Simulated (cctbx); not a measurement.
## Reading a Patterson map

Space group C2/m (no. 12), a = 9.3670 Å, b = 8.2660 Å, c = 4.7950 Å, α = 90.00°, β = 118.52°, γ = 90.00°, content Sm2 Zn4 Cu20.

Simulated single-crystal data (cctbx): Mo Kα, λ = 0.71073 Å, to d = 0.7 Å, 50 % of the full sphere, strongest reflection 70000 counts, noise from counting, a 6 % proportional error and a noise floor of 4 counts (s.d.); no absorption, some extinction.

Patterson synthesis, origin scaled to 1000:

```text
Patterson group C 1 2/m 1
      u       v       w   height  length (A)
  0.000   0.000   0.000   1000.0     0.00
  0.000   0.500   0.500    287.3     4.78
  0.000   0.207   0.500    247.5     2.94
  0.250   0.250   0.000    243.8     3.12
  0.218   0.000   0.712    240.0     2.96
  0.000   0.352   0.000    237.4     2.91
  0.000   0.500   0.000    220.8     4.13
  0.250   0.250   0.500    219.0     3.18
  0.138   0.500   0.657    212.1     4.85
  0.000   0.000   0.500    171.8     2.40
  0.003   0.250   0.253    126.9     2.39
  0.245   0.044   0.500     96.2     2.43
  0.250   0.440   0.000     88.4     4.32
  0.227   0.201   0.229     75.5     2.50
```

Q: Assign the vectors.

A peak at u stands for all pairs with xi − xj = u, with weight Σ ZiZj against Σ Z² = 28108 at the origin. Peak heights follow these weights only roughly, since form factors, motion and series ripples differ, all vectors within 0.55 Å of a peak are counted as merged into it though the farther ones add only part of their weight, and F(000) is left out, which lowers the whole map:

| u | v | w | shortest length (Å) | height | 1000 ΣZiZj/ΣZ² | pairs in the cell |
| --- | --- | --- | --- | --- | --- | --- |
| 0.000 | 0.500 | 0.500 | 4.12 | 287 | 367 | 8 × Zn–Cu, 4 × Cu–Cu |
| 0.000 | 0.207 | 0.500 | 2.95 | 248 | 376 | 4 × Sm–Cu, 4 × Cu–Cu |
| 0.250 | 0.250 | 0.000 | 3.12 | 244 | 265 | 4 × Sm–Zn |
| 0.218 | 0.000 | 0.712 | 2.96 | 240 | 256 | 4 × Sm–Cu |
| 0.000 | 0.352 | 0.000 | 2.91 | 237 | 316 | 4 × Sm–Cu, 2 × Cu–Cu |
| 0.000 | 0.500 | 0.000 | 4.13 | 221 | 248 | 4 × Zn–Zn, 4 × Cu–Cu |
| 0.250 | 0.250 | 0.500 | 3.18 | 219 | 256 | 4 × Sm–Cu |
| 0.138 | 0.500 | 0.657 | 2.98 | 212 | 256 | 4 × Sm–Cu |
| 0.000 | 0.000 | 0.500 | 2.40 | 172 | 248 | 8 × Zn–Cu |
| 0.003 | 0.250 | 0.253 | 2.39 | 127 | 243 | 4 × Zn–Cu, 4 × Cu–Cu |

The table stops at ten peaks or at a height of 45, below which ripples compete. In the model behind the data Sm, the heaviest element, has 1 independent site: (0, 0, 0), up to an allowed shift of origin. No listed peak is a Sm–Sm vector, so the position follows from the cell content and the cross vectors. The whole model:

| atom | mult. | x | y | z | Ueq (Å²) |
| --- | --- | --- | --- | --- | --- |
| Sm1 | 2 | 0 | 0 | 0 | 0.0168 |
| Zn1 | 4 | 3/4 | 3/4 | 0 | 0.0231 |
| Cu1 | 4 | 0 | 0.7864 | 1/2 | 0.0241 |
| Cu2 | 4 | 0.2782 | 1/2 | 0.2808 | 0.0288 |
| Cu3 | 4 | 0.1387 | 1/2 | 0.6512 | 0.0309 |
| Cu4 | 4 | 0 | 0.3547 | 0 | 0.0249 |
| Cu5 | 4 | 1/4 | 3/4 | 1/2 | 0.0246 |

The model is made up (kin elements in a known structure type, no relaxation), so it says nothing on whether the phase exists.

[Logs are printed without paths, hosts, clocks, repeated set-up lines and the standing remarks that a program may print on its own settings, such as how far it seeks lower states.]
